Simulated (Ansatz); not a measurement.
# Sr2Rh (Fm-3m): phonons and vibrational spectra, part 2 of 2

Task: relax Sr2Rh (Fm-3m), then find its harmonic phonons.

Ansatz 0.2.0; DFT PBEsol, scalar-relativistic, plane waves, PAW; PAW set soft_1.

So far. Step 3 (Tight relaxation): The forces vanish by symmetry and the pressure is 0.000 GPa, within the tolerances set. The cell now holds 31.03 Å³/atom. The relaxed cell has a = 7.194 Å (conventional setting).

### 4. Modes at Γ

The zone centre comes first: it holds the modes that light can see, as far as symmetry allows. No field response is asked, since the mesh shows no gap.

Contents of input.yaml:

```yaml
crystal:
  lattice:
    - [0.0, 3.5971824176, 3.5971824176]
    - [3.5971824176, 0.0, 3.5971824176]
    - [3.5971824176, 3.5971824176, 0.0]
  atoms:
    - { symbol: Sr, position: [0.75, 0.75, 0.75] }
    - { symbol: Sr, position: [0.25, 0.25, 0.25] }
    - { symbol: Rh, position: [0.0, 0.0, 0.0] }
kpoints:
  mp_grid: { grid: [12, 12, 12] }
hamiltonian:
  xc: pbesol
  pseudopotentials: { kind: paw, azcp: { folder: soft_1 }, xc_functional: pbe }
scf:
  occupations: { method: methfessel_paxton, width: 0.2 }
output:
  eigenvalues: true
phonons:
  method: dfpt
```

The run is started by

```sh
> ansatz run input.yaml --threads 4 --pin off --max-ram 10240MiB --backend cpu --events-out ev --progress --plain --runs-dir out
```

Numbers of over 12 decimals in the logs are rounded to 6 here.

Output:

```text
zone centre: on kpoints.mp_grid the ground state, and the responses unless they are solved on pairs of k-points, stand on 163 of the mesh's 1728 k-points, reduced under 8 symmetry operations, with k and −k counted as one. Each operation leaves every solved displacement unchanged or reverses it
[...]
Crystal: 3 atoms, lattice volume = 93.093 Å³
Basis set: ecut = 420 eV, 1837 PW (Γ), exchange–correlation on 72×72×72 points (8 copies of the dense FFT grid, shifted against one another)
Bands: 23, of which v1, the nominal top of the filled ones, is band 19 counted from 1 (18 counted from 0)
Symmetry: 48 space group operations
k-points: 163 of 1728 (irreducible under 8 space group operations, time reversal used)
[...]
SCF iter   1: F=—  HF=-13331.626394 eV  |F-HF|=—  |Δ(HF+E_count)|=         —  Δρ=2.33e-1  dr2=1.01e2  ethr=3.10e-3  ⟨swp⟩=8.7  Hψ=22477  notcnv=0
[...]
SCF iter  13: F=-13323.430478 eV  HF=-13323.430478 eV  |F-HF|=0.00e0  |Δ(HF+E_count)|=    0.00e0  S|Δr|=    0.00e0  Δρ=1.78e-8  dr2=3.80e-13  ethr=1.00e-12  ⟨swp⟩=7.5  Hψ=19977  notcnv=0
the search or the solves at the SCF's close seem to have found levels that the self-consistency loop had missed (the run counts 1). By its estimate they hold under 1e-12 electrons; where the run keeps them, the occupations were computed again with them
SCF 1 converged in 13 iterations: F = -13323.430478 eV  dr2 = 3.80e-13
[...]
DFPT response loops at Γ: preconditioner auto → Kerker (q_TF=auto, 2.339 Å⁻¹) (partly filled bands, converged f_vac=0.000); β = 1.00, the filter's whole step (`scf.mixing.beta` (0.50) is not read by the response loops under this deck's `scf.mixing.preconditioner`; to damp them name `kerker` or `kerker_dos`, under which they read `scf.mixing.beta`, and type it under 1.00, their step now; both keys bind the ground state too); Broyden in place of MSR1
SCF converged after 13 iterations
[...]
Free energy (F): -13323.430478 eV
[...]
Internal energy: -13323.420563 eV  (E = F + TS)
E sigma→0 (E₀):  -13323.427999 eV
Entropy (-TS):   -0.009915 eV (-3.305 meV/atom)
Fermi energy:    8.906573 eV
[...]
--- Band table (eV; the first three rows and the last of 163) ---
  k-point 0: bands = [... 15 lower, 7.8232, 7.8232, 7.8232, 9.5427, 9.5427, 9.5427, 11.6742, 11.6742]
  k-point 1: bands = [... 15 lower, 7.7918, 7.8126, 7.8126, 9.4789, 9.6078, 9.6078, 11.6864, 11.6864]
  k-point 2: bands = [... 15 lower, 7.7167, 7.7848, 7.7848, 9.3065, 9.7937, 9.7937, 11.7299, 11.7299]
  k-point 162: bands = [... 15 lower, 7.5944, 7.6850, 7.9123, 9.5416, 9.5416, 10.2907, 11.8927, 11.9224]
--- Phonons (Γ-DFPT): 2 representative perturbations + reference, on 163 of 1728 k-points (Σ response iterations 6) ---
  k mesh reduced under 8 symmetry operations, with k and −k counted as one. Each operation leaves every solved displacement unchanged or reverses it
  ASR residual: 4.609e-5 → 0.000e0 eV/Å²; symmetrization residual: 1.248e-5 eV/Å²
  ASR residual per site (eV/Å²): 4.61e-5 4.61e-5 2.83e-5
  Γ frequencies (cm⁻¹): 0.00 0.00 0.00 102.04 102.04 102.04 125.95 125.95 125.95
  non-analytic LO–TO correction: not included (Born effective charges unavailable; polar crystals: no LO–TO splitting at Γ)
```

Run time: 25 s. Hardware: 4 threads of Arm Neoverse V2, shared host; peak memory 1.2 GiB; 92 s of CPU time.

This step gave:

```
sum-rule residual before enforcement                    : 4.61e-5 eV/Å²
point group                                             : m-3m
highest optical mode at the zone centre (no LO-TO term) : 126.0 cm⁻¹
lowest optical zone-centre mode                         : 102.0 cm⁻¹
```

Patterns of degenerate modes are one choice out of their space. The modes at Γ (shares of kinetic energy by element, %):

| mode | frequency (cm⁻¹) | symmetry | Sr % | Rh % |
| --- | --- | --- | --- | --- |
| 1 | 0.0 | acoustic | 63 | 37 |
| 2 | 0.0 | acoustic | 63 | 37 |
| 3 | 0.0 | acoustic | 63 | 37 |
| 4 | 102.0 | T1u | 37 | 63 |
| 5 | 102.0 | T1u | 37 | 63 |
| 6 | 102.0 | T1u | 37 | 63 |
| 7 | 126.0 | T2g | 100 | 0 |
| 8 | 126.0 | T2g | 100 | 0 |
| 9 | 126.0 | T2g | 100 | 0 |

Displacements in mode 5 (102.0 cm⁻¹), the largest set to 1:
```
Sr1  0.10 -0.21 -0.59
Sr2  0.10 -0.21 -0.59
Rh3 -0.16  0.35  1.00
```

Displacements in mode 9 (126.0 cm⁻¹), the largest set to 1:
```
Sr1  0.00  0.82  1.00
Sr2  0.00 -0.82 -1.00
Rh3  0.00  0.00  0.00
```

Before it was imposed, the acoustic sum rule was missed by 4.6e-5 eV/Å². Small misses are needed for a sound result but don't prove that mesh and cutoff are converged. The lowest optical mode is real, 102 cm⁻¹.

### 5. Response at finite wavevector

Stability and thermal properties need the whole zone. Linear response on a 4×4×4 q mesh gives force constants as far as a supercell of that size would.

input.yaml, as its differences from that of step 4:

```diff
@@ -20 +20,8 @@
   method: dfpt
+  qmesh: [4, 4, 4]
+  temperatures: { t_max: 1000, t_step: 50 }
+  qpath:
+    path:
+      - [[0.0, 0.0, 0.0], [0.5, 0.0, 0.5], [0.625, 0.25, 0.625]]
+      - [[0.375, 0.375, 0.75], [0.0, 0.0, 0.0], [0.5, 0.5, 0.5], [0.5, 0.25, 0.75], [0.5, 0.0, 0.5]]
+    npoints: 10
```

Output:

```text
[...]
Crystal: 3 atoms, lattice volume = 93.093 Å³
Basis set: ecut = 420 eV, 1837 PW (Γ), exchange–correlation on 72×72×72 points (8 copies of the dense FFT grid, shifted against one another)
Bands: 23, of which v1, the nominal top of the filled ones, is band 19 counted from 1 (18 counted from 0)
Symmetry: 48 space group operations
k-points: 72 of 1728
[...]
SCF iter   1: F=—  HF=-13331.626604 eV  |F-HF|=—  |Δ(HF+E_count)|=         —  Δρ=2.33e-1  dr2=1.01e2  ethr=3.10e-3  ⟨swp⟩=8.7  Hψ=9915  notcnv=0
[...]
SCF iter  13: F=-13323.430478 eV  HF=-13323.430478 eV  |F-HF|=5.46e-12  |Δ(HF+E_count)|=  1.82e-12  S|Δr|=    0.00e0  Δρ=1.78e-8  dr2=3.71e-13  ethr=1.00e-12  ⟨swp⟩=7.6  Hψ=8782  notcnv=0
SCF 1 converged in 13 iterations: F = -13323.430478 eV  dr2 = 3.71e-13
[...]
phonons: the bands overlap, so this run is a metal and interpolates without the dipole-dipole term. If the crystal is really an insulator or semiconductor, its LO-TO splitting is missing
NSCF: frozen V_eff on 72 k-points
[...]
DFPT response loops at q = (0, 0, 0) (fractional): preconditioner auto → Kerker (q_TF=auto, 2.339 Å⁻¹) (partly filled bands, converged f_vac=0.000); β = 1.00, the filter's whole step (`scf.mixing.beta` (0.50) is not read by the response loops under this deck's `scf.mixing.preconditioner`; to damp them name `kerker` or `kerker_dos`, under which they read `scf.mixing.beta`, and type it under 1.00, their step now; both keys bind the ground state too); Broyden in place of MSR1
[...]
SCF converged after 13 iterations
[...]
Free energy (F): -13323.430478 eV
[...]
Internal energy: -13323.420563 eV  (E = F + TS)
E sigma→0 (E₀):  -13323.427999 eV
Entropy (-TS):   -0.009915 eV (-3.305 meV/atom)
Fermi energy:    8.906573 eV
[...]
--- Band table (eV; the first three rows and the last of 72) ---
  k-point 0: bands = [... 15 lower, 7.8232, 7.8232, 7.8232, 9.5427, 9.5427, 9.5427, 11.6742, 11.6742]
  k-point 1: bands = [... 15 lower, 7.7918, 7.8126, 7.8126, 9.4789, 9.6078, 9.6078, 11.6864, 11.6864]
  k-point 2: bands = [... 15 lower, 7.7167, 7.7848, 7.7848, 9.3065, 9.7937, 9.7937, 11.7299, 11.7299]
  k-point 71: bands = [... 15 lower, 7.5944, 7.6850, 7.9123, 9.5416, 9.5416, 10.2907, 11.8927, 11.9224]
--- Phonons (Γ-DFPT): 2 representative perturbations + reference (Σ response iterations 6) ---
  ASR residual: 2.748e-5 → 0.000e0 eV/Å²; symmetrization residual: 1.339e-5 eV/Å²
  ASR residual per site (eV/Å²): 2.75e-5 2.75e-5 2.42e-5
  Γ frequencies (cm⁻¹): 0.00 0.00 0.00 102.04 102.04 102.04 125.95 125.95 125.95
--- Phonons (arbitrary-q DFPT): 8 irreducible q on the 4×4×4 mesh ---
  q = [0.0000, 0.0000, 0.0000] (star 1, of the zone-centre solve; hermiticity 8.43e-6, symmetrization 7.51e-13): -0.00 -0.00 0.00 102.04 102.04 102.04 125.95 125.95 125.95
  q = [0.0000, 0.0000, 0.2500] (star 8, 2 solved perturbations on 936 of 1728 k-point pairs; hermiticity 6.10e-6, symmetrization 4.30e-13): 42.29 42.29 55.07 100.18 100.18 103.13 118.33 118.33 118.48
[...]
q = [0.0000, 0.2500, 0.2500] (star 6, 4 solved perturbations in 1608 linear systems a pass and spin channel, the states on 510 of 1728 k-point pairs; hermiticity 5.36e-6, symmetrization 2.69e-13): 24.00 24.00 77.16 88.06 92.18 92.18 121.53 127.87 127.87
[...]
sum rule: each row above includes the acoustic sum rule's correction from the zone centre's row sums; it moved no ω² by more than (0.29 cm⁻¹)²
  mesh force constants: q→R imaginary residual 7.70e-18; ASR residual 2.748e-5 → 0.000e0 eV/Å²; symmetrization residual 1.332e-15 eV/Å²
  interpolated dispersion: 62 rows × 9 modes
  density of states and harmonic sums: on the 16×16×16 q-mesh, interpolated from the force constants of a 4×4×4 supercell (no non-analytic term)
  largest difference from the sums on the solved wave vectors: F 2.00e-2 eV, S 2.38e-5 and C_V 3.92e-6 eV/K
  zero-point energy: 0.049370 eV/cell   skipped modes (ω ≤ 0): 14, of them read as no rigid motion or as one in doubt: 11 (4.907e-2 modes/cell left out, lowest -29.16 cm⁻¹)   left out of the sums: 5.53e-3 of the cell's modes: C_V's classical limit lies that fraction below 3 k_B per atom; for a crystal, a wire or a layer, F and S can be off by more, and a phonons.interpolated_qmesh denser along its periods is the remedy for the sampling
```

Run time: 12 min. Hardware: 4 threads; peak memory 6 GiB; 48 min of CPU time.

Numbers from this step:

```yaml
sum_rule_residual_before_enforcement: 2.75e-5 eV/Å²
lowest_frequency_on_the_path: -29.16 cm⁻¹
highest_frequency_on_the_path_or_at_a_solved_wavevector: 149.9 cm⁻¹
lowest_mode_on_the_q_mesh_acoustic_modes_at_gamma_apart: -29.16 cm⁻¹
```

Frequencies (cm⁻¹) solved at each irreducible wavevector; negative means imaginary. Frequencies by wavevector, by row:

| q in reciprocal lattice units | star | mode 1 | mode 2 | mode 3 | mode 4 | mode 5 | mode 6 | mode 7 | mode 8 | mode 9 |
| --- | --- | --- | --- | --- | --- | --- | --- | --- | --- | --- |
| 0 0 0 | 1 | 0 | 0 | 0 | 102 | 102 | 102 | 126 | 126 | 126 |
| 0 0 0.25 | 8 | 42.3 | 42.3 | 55.1 | 100.2 | 100.2 | 103.1 | 118.3 | 118.3 | 118.5 |
| 0 0 -0.5 | 4 | 61.6 | 61.6 | 88.2 | 102.3 | 103.9 | 103.9 | 104.1 | 104.1 | 108.3 |
| 0 0.25 0.25 | 6 | 24 | 24 | 77.2 | 88.1 | 92.2 | 92.2 | 121.5 | 127.9 | 127.9 |
| 0 0.25 -0.5 | 24 | 46.9 | 54.6 | 56.7 | 82.4 | 85.3 | 95 | 120.3 | 123.5 | 139.5 |
| 0 0.25 -0.25 | 12 | 24.5 | 64.8 | 84.1 | 88.3 | 92.7 | 94.1 | 109.4 | 111 | 138.9 |
| 0 -0.5 -0.5 | 3 | -29.2 | 43.8 | 43.8 | 77.2 | 77.2 | 100 | 130.2 | 130.2 | 146.3 |
| 0.25 -0.5 -0.25 | 6 | 25.6 | 26 | 74.6 | 89.1 | 89.1 | 97.6 | 97.6 | 129.5 | 149.9 |

Interpolated from a 4×4×4 q mesh. Phonon branches along the path, in cm⁻¹:

| point | branch 1 | branch 2 | branch 3 | branch 4 | branch 5 | branch 6 | branch 7 | branch 8 | branch 9 |
| --- | --- | --- | --- | --- | --- | --- | --- | --- | --- |
| Γ | 0 | 0 | 0 | 102 | 102 | 102 | 126 | 126 | 126 |
| halfway | 24 | 24 | 77 | 88 | 92 | 92 | 122 | 128 | 128 |
| X | -29 | 44 | 44 | 77 | 77 | 100 | 130 | 130 | 146 |
| halfway | -25 | 48 | 49 | 76 | 80 | 99 | 127 | 128 | 147 |
| U | -11 | 58 | 63 | 74 | 85 | 97 | 121 | 124 | 147 |
| jump to K | -11 | 58 | 63 | 74 | 85 | 97 | 121 | 124 | 147 |
| halfway | 22 | 56 | 70 | 93 | 105 | 106 | 107 | 107 | 133 |
| Γ | 0 | 0 | 0 | 102 | 102 | 102 | 126 | 126 | 126 |
| halfway | 42 | 42 | 55 | 100 | 100 | 103 | 118 | 118 | 118 |
| L | 62 | 62 | 88 | 102 | 104 | 104 | 104 | 104 | 108 |
| halfway | 50 | 56 | 70 | 84 | 96 | 99 | 100 | 124 | 138 |
| W | 26 | 26 | 75 | 89 | 89 | 98 | 98 | 130 | 150 |
| halfway | -20 | 40 | 62 | 76 | 82 | 98 | 121 | 130 | 148 |
| X | -29 | 44 | 44 | 77 | 77 | 100 | 130 | 130 | 146 |

The phonon branches as a text plot (rows in cm⁻¹):

```
    146 |           *********                          **********
    139 |        ***         ***                      *
    131 |      *********        **                  **   ********
    124 |*******       *****      **********       * ****     *
    116 |  * **            **    ***        ***   ***        *
    109 |   *                *****             ****         *
    101 |******     *****      **************************  *  ***
     94 |    *** ***     *********                ************
     86 |      ***       ******                 *** **********
     79 |      *  *******   *  *               *   **        ****
     72 |       *        ****   *             *      *********
     64 |    **           ** ***             *  ******
     57 |   *           ***     **          * **    ***       *
     49 |        *     **        ***         *        **       *
     42 |         *****           **       **          **    ****
     34 |  *     *                  *     **            *   *
     27 |      ** **         ***    *    **              ***
     19 | *  **             *   **   *   *                 *
     12 |  **              *      ****  *
      4 | *                          *
     -3 |*                            **                    *
    -11 |                 *
    -18 |           *   **                                   *
    -25 |            ***                                      ***
         Γ           X  U|K            Γ         L        W     X
```

The phonon density of states has structure finer than the step of the table below, so its rows give means over 5 cm⁻¹, whole bins alone (the curve runs from -29 to 151 cm⁻¹). Peaks (cm⁻¹: height): 61.0: 0.0686, 85.0: 0.166, 95.0: 0.209, 127.0: 0.134.

Tetrahedra on a 16×16×16 mesh, mean over bins of 2 cm-1. Interpolated from a 4×4×4 q mesh. Phonon density of states against wavenumber; means over each step:

wavenumber (cm⁻¹), phonon density of states (1/cm⁻¹/cell) and a bar:
```
      -25      0.002 
      -20      0.002 
      -15      0.002 
      -10      0.002 
       -5      0.002 
        0      0.002 
        5      0.003 
       10      0.005 #
       15      0.009 #
       20      0.017 ###
       25      0.033 ######
       30      0.042 #######
       35      0.045 ########
       40      0.049 #########
       45      0.050 #########
       50      0.047 ########
       55      0.051 #########
       60      0.062 ###########
       65      0.051 #########
       70      0.053 #########
       75      0.056 ##########
       80      0.068 ############
       85      0.129 #######################
       90      0.114 ####################
       95      0.168 ##############################
      100      0.111 ####################
      105      0.071 ############
      110      0.073 #############
      115      0.074 #############
      120      0.084 ###############
      125      0.116 #####################
      130      0.080 ##############
      135      0.033 ######
      140      0.036 ######
      145      0.045 ########
```

The partial phonon density of states has structure finer than the step of the table below, so its rows give means over 5 cm⁻¹, whole bins alone (the curve runs from -37.6 to 164 cm⁻¹). Peaks (cm⁻¹: height): Rh 85.2: 0.0903, 95.4: 0.116; Sr 39.6: 0.0429, 127.0: 0.120.

Phonopy on the run's constants, 13x13x13 mesh, Gaussian sigma 2.0 cm-1. Interpolated from a 4×4×4 q mesh. The partial phonon density of states by wavenumber; means over each step; values in 1/cm⁻¹/cell:

| wavenumber (cm⁻¹) | Rh | Sr |
| --- | --- | --- |
| -35 | 0 | 1.1e-5 |
| -30 | 0 | 6.0e-4 |
| -25 | 0 | 0.00176 |
| -20 | 0 | 0.00414 |
| -15 | 0 | 0.00247 |
| -10 | 0 | 3.0e-4 |
| -5 | 1.2e-5 | 2.1e-5 |
| 0 | 8.1e-5 | 1.5e-4 |
| 5 | 2.5e-4 | 0.00158 |
| 10 | 6.9e-4 | 0.00657 |
| 15 | 0.00214 | 0.0102 |
| 20 | 0.00378 | 0.0132 |
| 25 | 0.00523 | 0.0278 |
| 30 | 0.00704 | 0.0330 |
| 35 | 0.00756 | 0.0380 |
| 40 | 0.00758 | 0.0416 |
| 45 | 0.00953 | 0.0389 |
| 50 | 0.0107 | 0.0360 |
| 55 | 0.0161 | 0.0335 |
| 60 | 0.0250 | 0.0358 |
| 65 | 0.0269 | 0.0261 |
| 70 | 0.0278 | 0.0240 |
| 75 | 0.0327 | 0.0257 |
| 80 | 0.0473 | 0.0266 |
| 85 | 0.0824 | 0.0406 |
| 90 | 0.0778 | 0.0401 |
| 95 | 0.105 | 0.0535 |
| 100 | 0.0579 | 0.0566 |
| 105 | 0.0177 | 0.0573 |
| 110 | 0.00860 | 0.0631 |
| 115 | 0.00529 | 0.0668 |
| 120 | 0.00415 | 0.0809 |
| 125 | 0.00360 | 0.108 |
| 130 | 0.00285 | 0.0801 |
| 135 | 0.00173 | 0.0329 |
| 140 | 0.00137 | 0.0344 |
| 145 | 7.5e-4 | 0.0413 |
| 150 | 1.2e-4 | 0.0161 |
| 155 | 1.1e-6 | 3.9e-4 |
| 160 | 0 | 0 |

Symmetry leaves 8 wavevectors to solve. The lowest mode among them, the acoustic zeros apart, lies at q = (0, -0.5, -0.5) and is imaginary, 29.2i cm⁻¹, so the energy falls along it.

### 6. Isotope substitution

An isotope changes the mass and not the force constants, so no new electronic calculation is needed; the shifts show which modes move this element.

The same force constants with the mass of Sr changed from 87.620 to 85.909 u (phonopy, no LO-TO term). Both lists are sorted by frequency; levels can cross, so a row need not hold one and the same mode. Modes under 3 cm⁻¹ are left out. Isotope shifts, by row:

| q | rank | natural mass (cm⁻¹) | changed mass (cm⁻¹) |
| --- | --- | --- | --- |
| 0 0 0 | 4 | 102 | 102.4 |
| 0 0 0 | 5 | 102 | 102.4 |
| 0 0 0 | 6 | 102 | 102.4 |
| 0 0 0 | 7 | 126 | 127.2 |
| 0 0 0 | 8 | 126 | 127.2 |
| 0 0 0 | 9 | 126 | 127.2 |
| 0 0 0.25 | 1 | 42.29 | 42.51 |
| 0 0 0.25 | 2 | 42.29 | 42.51 |
| 0 0 0.25 | 3 | 55.07 | 55.4 |
| 0 0 0.25 | 4 | 100.2 | 100.7 |
| 0 0 0.25 | 5 | 100.2 | 100.7 |
| 0 0 0.25 | 6 | 103.1 | 103.6 |
| 0 0 0.25 | 7 | 118.3 | 119.5 |
| 0 0 0.25 | 8 | 118.3 | 119.5 |
| 0 0 0.25 | 9 | 118.5 | 119.6 |
| 0 0 -0.5 | 1 | 61.65 | 61.82 |
| 0 0 -0.5 | 2 | 61.65 | 61.82 |
| 0 0 -0.5 | 3 | 88.25 | 88.84 |
| 0 0 -0.5 | 4 | 102.3 | 102.7 |
| 0 0 -0.5 | 5 | 103.9 | 104.6 |
| 0 0 -0.5 | 6 | 103.9 | 104.6 |
| 0 0 -0.5 | 7 | 104.1 | 105.2 |
| 0 0 -0.5 | 8 | 104.1 | 105.2 |
| 0 0 -0.5 | 9 | 108.3 | 109.4 |
| 0 0.25 0.25 | 1 | 24 | 24.17 |
| 0 0.25 0.25 | 2 | 24 | 24.17 |
| 0 0.25 0.25 | 3 | 77.16 | 77.34 |
| 0 0.25 0.25 | 4 | 88.06 | 88.93 |
| 0 0.25 0.25 | 5 | 92.18 | 92.45 |
| 0 0.25 0.25 | 6 | 92.18 | 92.45 |
| 0 0.25 0.25 | 7 | 121.5 | 122.5 |
| 0 0.25 0.25 | 8 | 127.9 | 129.1 |
| 0 0.25 0.25 | 9 | 127.9 | 129.1 |

A mode of this element alone would shift by +0.99 %. The highest zone-centre frequency without the field goes from 126.0 to 127.2 cm⁻¹ (+1.0 %). The product of the frequency ratios over all optical modes at Γ is 1.041; the product rule, (m/m′)^(3k/2) (M′/M)^(3/2) with k = 2 such atoms and M the mass of the cell, gives 1.041.

### 7. What came out

| Item | Value |
| --- | --- |
| space group after relaxation (within 0.01 Å) | Fm-3m |
| volume per atom | 31.0 Å³ |
| electronic character | no gap on this mesh |
| highest optical mode at the zone centre (no LO-TO term) | 126 cm⁻¹ |
| lowest optical zone-centre mode | 102 cm⁻¹ |
| lowest mode on the q mesh (acoustic modes at Γ apart) | -29.2 cm⁻¹ |
| highest frequency on the path or at a solved wavevector | 150 cm⁻¹ |
| imaginary modes on the 4×4×4 q mesh | yes |

**Reading.** Modes are clearly imaginary (beyond 10i cm⁻¹) at 1 of the 8 irreducible wavevectors, most at q = (0, -0.5, -0.5) (29.2i cm⁻¹), so this structure is not a minimum of the energy. The optical modes at Γ span 102 to 126 cm⁻¹. The highest mode in this list at Γ, 126.0 cm⁻¹, is mostly motion of Sr (100 % of the kinetic energy). With no gap, or one that is small against the smearing, the frequencies hang on the k mesh and the smearing, most of all near Kohn anomalies. The phonon runs are without spin polarisation, although the cell has an odd electron count. The PAW files were made for PBE and serve the other functionals too. These are harmonic frequencies at zero temperature: anharmonic shifts, linewidths and thermal expansion are left out.

[Logs are printed without paths, hosts, clocks, repeated set-up lines and the standing remarks that a program may print on its own settings, such as how far it seeks lower states.]

[Hosts, paths, dates, database ids (printed as entryN), source tags and the programs' standing remarks are cut or masked in the printed files.]
